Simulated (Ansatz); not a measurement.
# Tc of LuBi (Fm-3m) from its phonons

Aim: the phonon-mediated transition temperature of LuBi (Fm-3m) at ambient pressure, over a range of μ*. The cell shown first is a relaxed one, from steps not shown here.

Method: DFT PBEsol, scalar-relativistic, plane waves, PseudoDojo norm-conserving pseudopotentials, in the first sound run; inputs show where later runs differ, in Ansatz 0.2.0.

Most raw output is cut from this account.

**1. The cell after earlier relaxation steps**

Symmetry: Fm-3m, No. 225, cubic system. The conventional cell has a = 6.131 Å, b = 6.131 Å, c = 6.131 Å, α = 90.00°, β = 90.00°, γ = 90.00°. Lu has 6 Bi at 3.07 Å nearest. Bi has 6 Lu at 3.07 Å nearest. Farther neighbours are not listed.

**2. Resistivity: PseudoDojo files**

The run that gives the couplings also evaluates McMillan's and Allen and Dynes's formulas and, where asked, the Eliashberg equations, over a range of μ*.

Input file input.yaml:

```yaml
crystal:
  lattice:
    - [0.0, 3.0653395145, 3.0653395145]
    - [3.0653395145, 0.0, 3.0653395145]
    - [3.0653395145, 3.0653395145, 0.0]
  atoms:
    - { symbol: Lu, position: [0.5, 0.5, 0.5] }
    - { symbol: Bi, position: [0.0, 0.0, 0.0] }
kpoints:
  mp_grid: { grid: [12, 12, 12] }
hamiltonian:
  xc: pbesol
  pseudopotentials: { kind: nc, accuracy: standard }
scf:
  occupations: { method: methfessel_paxton, width: 0.2 }
output:
  eigenvalues: true
phonons:
  method: dfpt
  qmesh: [4, 4, 4]
  temperatures: { t_max: 1000, t_step: 50 }
  qpath:
    path:
      - [[0.0, 0.0, 0.0], [0.5, 0.0, 0.5], [0.625, 0.25, 0.625]]
      - [[0.375, 0.375, 0.75], [0.0, 0.0, 0.0], [0.5, 0.5, 0.5], [0.5, 0.25, 0.75], [0.5, 0.0, 0.5]]
    npoints: 6
  electrical_resistivity:
    mesh: [16, 16, 16]
    temperatures: [20.0, 50.0, 80.0, 100.0, 150.0, 200.0, 273.0, 300.0, 400.0, 500.0, 600.0, 800.0]
  superconductivity: { mesh: [16, 16, 16], eliashberg_equations: false }
```

Run with:

```sh
> ansatz run input.yaml --threads 16 --pin off --max-ram 92160MiB --backend cuda --events-out ev --progress --plain --runs-dir out --max-vram 78GiB
```

The job ended after 67 s (1 × NVIDIA GB200 with 16 threads of Arm Neoverse V2, shared host; peak memory 6.8 GiB; 9.2 min of CPU time).

This step gave:

```yaml
volume_per_atom: 28.80 Å³/atom
metallic_on_mesh: yes
gap_on_the_k_mesh: 0 eV
zero_point_energy: 0.03270 eV/cell
share_of_imaginary_modes_in_the_plain_interpolation_between_solved_wavevectors: 0
highest_frequency_solved_or_plainly_interpolated: 129.1 cm⁻¹
debye_temperature_second_moment: 173 K
resistivity_at_300_k: 20.86 μΩ cm
coupling_constant_lambda: 0.128
density_of_states_at_the_fermi_level: 0.1548 states/eV a spin and cell
log_mean_phonon_energy_omega_log: 10.17 meV
transport_coupling_constant_lambda_tr: 0.1377, 0.1377, 0.1377 (xx, yy, zz)
drude_plasma_energy: 2.793, 2.793, 2.793 eV (xx, yy, zz)
resistivity_times_mean_free_path: 48.48, 48.48, 48.48 × 10⁻¹⁶ Ω m² (xx, yy, zz)
second_moment_phonon_energy_omega: 12.35 meV
coupling_lambda_by_branch: 0.0139, 0.0148, 0.0168, 0.0304, 0.0249, 0.0272 (branches by rank of frequency)
```

An empty cell: under 1 mK by a formula, or no transition down to the floor of the Eliashberg search. Transition temperatures:

```
  μ*  McMillan Tc (K)  Allen–Dynes Tc (K)
0.08                -                   -
 0.1                -                   -
0.12                -                   -
0.13                -                   -
0.14                -                   -
0.16                -                   -
 0.2                -                   -
```

**3. Resistivity: finite displacements**

Finite displacements in a supercell are the other road to force constants and couplings; here with the base functional.

This step: DFT PBEsol, scalar-relativistic, plane waves, PAW; PAW set soft_1 (Ansatz 0.2.0).

Changes to input.yaml since step 2:

```diff
@@ -2,5 +2,5 @@
   lattice:
-    - [0.0, 3.0653395145, 3.0653395145]
-    - [3.0653395145, 0.0, 3.0653395145]
-    - [3.0653395145, 3.0653395145, 0.0]
+    - [0.0, 3.0674092755, 3.0674092755]
+    - [3.0674092755, 0.0, 3.0674092755]
+    - [3.0674092755, 3.0674092755, 0.0]
   atoms:
@@ -12,3 +12,3 @@
   xc: pbesol
-  pseudopotentials: { kind: nc, accuracy: standard }
+  pseudopotentials: { kind: paw, azcp: { folder: soft_1 }, xc_functional: pbe }
 scf:
@@ -18,4 +18,4 @@
 phonons:
-  method: dfpt
-  qmesh: [4, 4, 4]
+  method: fd
+  supercell: [4, 4, 4]
   temperatures: { t_max: 1000, t_step: 50 }
```

Elapsed: 1.9 min, on 1 × NVIDIA GB200 with 16 threads; peak memory 11 GiB.

Numbers from this step:

```
gap by band count                    : 0 eV
volume per atom                      : 28.86 Å³/atom
zero point energy                    : 0.03267 eV/cell
resistivity at 300 K                 : 20.98 μΩ cm
coupling constant λ                  : 0.1278
density of states at the Fermi level : 0.1545 states/eV a spin and cell
transport coupling constant λ_tr     : 0.1376, 0.1376, 0.1376 (xx, yy, zz)
Drude plasma energy                  : 2.784, 2.784, 2.784 eV (xx, yy, zz)
resistivity times mean free path     : 48.73, 48.73, 48.73 × 10⁻¹⁶ Ω m² (xx, yy, zz)
second-moment phonon energy ħω₂      : 12.34 meV
coupling λ by branch                 : 0.0138, 0.0147, 0.0168, 0.0304, 0.0243, 0.0278 (branches by rank of frequency)
```

An empty cell: under 1 mK by a formula, or no transition down to the floor of the Eliashberg search. Transition temperatures:

```
  μ*  McMillan Tc (K)  Allen–Dynes Tc (K)
0.08                -                   -
 0.1                -                   -
0.12                -                   -
0.13                -                   -
0.14                -                   -
0.16                -                   -
 0.2                -                   -
```

**4. Resistivity: spin–orbit coupling**

Spin–orbit coupling splits bands near the Fermi level of heavy elements; the run uses the base functional.

This step: DFT PBEsol, spin-orbit coupling, plane waves, PAW; PAW set soft_1 (Ansatz 0.2.0).

Changes to input.yaml since step 3:

```diff
@@ -12,3 +12,3 @@
   xc: pbesol
-  pseudopotentials: { kind: paw, azcp: { folder: soft_1 }, xc_functional: pbe }
+  pseudopotentials: { kind: paw_fr, azcp: { folder: soft_1 }, xc_functional: pbe }
 scf:
@@ -17,5 +17,8 @@
   eigenvalues: true
+magnetization:
+  noncollinear: true
+  spin_orbit: true
 phonons:
-  method: fd
-  supercell: [4, 4, 4]
+  method: dfpt
+  qmesh: [4, 4, 4]
   temperatures: { t_max: 1000, t_step: 50 }
```

Run time: 2.8 min. Hardware: 1 × NVIDIA GB200 with 16 threads; peak memory 17 GiB; 23 min of CPU time.

This step gave:

```
zero point energy                                 : 0.03219 eV/cell
highest frequency, solved or plainly interpolated : 126.8 cm⁻¹
Debye temperature (second moment)                 : 171 K
resistivity at 300 K                              : 24.94 μΩ cm
coupling constant λ                               : 0.1536
density of states at the Fermi level              : 0.1857 states/eV a spin and cell
log mean phonon energy ħω_log                     : 9.551 meV
transport coupling constant λ_tr                  : 0.1677, 0.1677, 0.1677 (xx, yy, zz)
Drude plasma energy                               : 2.809, 2.809, 2.809 eV (xx, yy, zz)
resistivity times mean free path                  : 44.16, 44.16, 44.16 × 10⁻¹⁶ Ω m² (xx, yy, zz)
second-moment phonon energy ħω₂                   : 11.65 meV
coupling λ by branch                              : 0.023, 0.0205, 0.0227, 0.0304, 0.0317, 0.0253 (branches by rank of frequency)
```

An empty cell: under 1 mK by a formula, or no transition down to the floor of the Eliashberg search. Transition temperatures:

```
  μ*  McMillan Tc (K)  Allen–Dynes Tc (K)
0.08                -                   -
 0.1                -                   -
0.12                -                   -
0.13                -                   -
0.14                -                   -
0.16                -                   -
 0.2                -                   -
```

The Eliashberg function α²F by phonon energy; read off at these points:

```
phonon energy (meV)      α²F   α²F tr
                0.5        0        0
                1.0   1.0e-4        0
                1.5   8.4e-4   2.7e-4
                2.0  0.00146   8.6e-4
                2.5  0.00246  0.00186
                3.0  0.00378  0.00328
                3.5  0.00550  0.00549
                4.0  0.00861  0.00966
                4.5   0.0356   0.0490
                5.0   0.0774   0.0824
                5.5   0.0427   0.0477
                6.0   0.0320   0.0364
                6.5   0.0258   0.0296
                7.0   0.0220   0.0248
                7.5   0.0195   0.0215
                8.0   0.0177   0.0186
                8.5   0.0165   0.0166
                9.0   0.0155   0.0150
                9.5   0.0149   0.0138
               10.0   0.0152   0.0136
               10.5   0.0181   0.0160
               11.0   0.0188   0.0171
               11.5  0.00213  0.00147
               12.0   0.0144   0.0152
               12.5   0.0259   0.0239
               13.0   0.0390   0.0349
               13.5   0.0885   0.0883
               14.0    0.174    0.176
               14.5    0.426    0.514
               15.0    0.612    0.704
               15.5   0.0292   0.0249
```

Eliashberg function α²F against phonon energy; read off at these points:

```
phonon energy (meV)      α²F       Lu       Bi
                0.5        0        0        0
                1.0   1.0e-4        0   6.4e-5
                1.5   8.4e-4   3.7e-4   4.7e-4
                2.0  0.00146   6.8e-4   7.8e-4
                2.5  0.00246  0.00117  0.00129
                3.0  0.00378  0.00179  0.00199
                3.5  0.00550  0.00260  0.00280
                4.0  0.00861  0.00416  0.00446
                4.5   0.0356   0.0179   0.0177
                5.0   0.0774   0.0397   0.0376
                5.5   0.0427   0.0220   0.0207
                6.0   0.0320   0.0166   0.0155
                6.5   0.0258   0.0135   0.0124
                7.0   0.0220   0.0114   0.0105
                7.5   0.0195   0.0102  0.00939
                8.0   0.0177  0.00918  0.00848
                8.5   0.0165  0.00856  0.00793
                9.0   0.0155  0.00812  0.00742
                9.5   0.0149   0.0078   0.0071
               10.0   0.0152  0.00818  0.00709
               10.5   0.0181   0.0105  0.00759
               11.0   0.0188   0.0107  0.00805
               11.5  0.00213  0.00140   7.3e-4
               12.0   0.0144  0.00378   0.0105
               12.5   0.0259  0.00948   0.0165
               13.0   0.0390   0.0170   0.0220
               13.5   0.0885   0.0416   0.0469
               14.0    0.174   0.0861   0.0880
               14.5    0.426    0.217    0.209
               15.0    0.612    0.313    0.299
               15.5   0.0292   0.0139   0.0153
```

Twice the integral of α²F/ω over this curve gives λ = 0.15, half of it from below 13.7 meV. The most distinct maxima of the Eliashberg function α²F (α²F) lie at 4.97 and 15.05 meV, the highest at 15.0 meV.

**5. Results**

| Item | Value |
| --- | --- |
| meshes | q 4×4×4, k 12×12×12, scattering 16×16×16 |
| coupling constant λ | 0.154 |
| log mean phonon energy ħω_log | 9.55 meV |

In the last run (PBEsol, spin–orbit coupling, q 4×4×4, k 12×12×12, scattering 16×16×16), with λ = 0.15 and ħω_log = 9.55 meV, Tc at μ* = 0.13 is under 1 mK by the formulas. In that run Allen and Dynes's formula gives no transition above 0.05 K at μ* = 0.10 or more. By the run's own test λ is not converged in the fine mesh: it moves by 9 % between the two finest. The run's transport test calls it not converged in the mesh; ρ(300 K) moves by 32 % in the component that moves most. Over the runs, λ takes the values 0.128, 0.128 and 0.154, in the order shown. μ* is a typed number, phonons are harmonic, and spin fluctuations are left out; with λ this near or under μ*(1 + 0.62 λ), the formulas give Tc only to its order of magnitude, or none.

[Logs are printed without paths, hosts, clocks, repeated set-up lines and the standing remarks that a program may print on its own settings, such as how far it seeks lower states.]

[Hosts, paths, dates, database ids (printed as entryN), source tags and the programs' standing remarks are cut or masked in the printed files.]
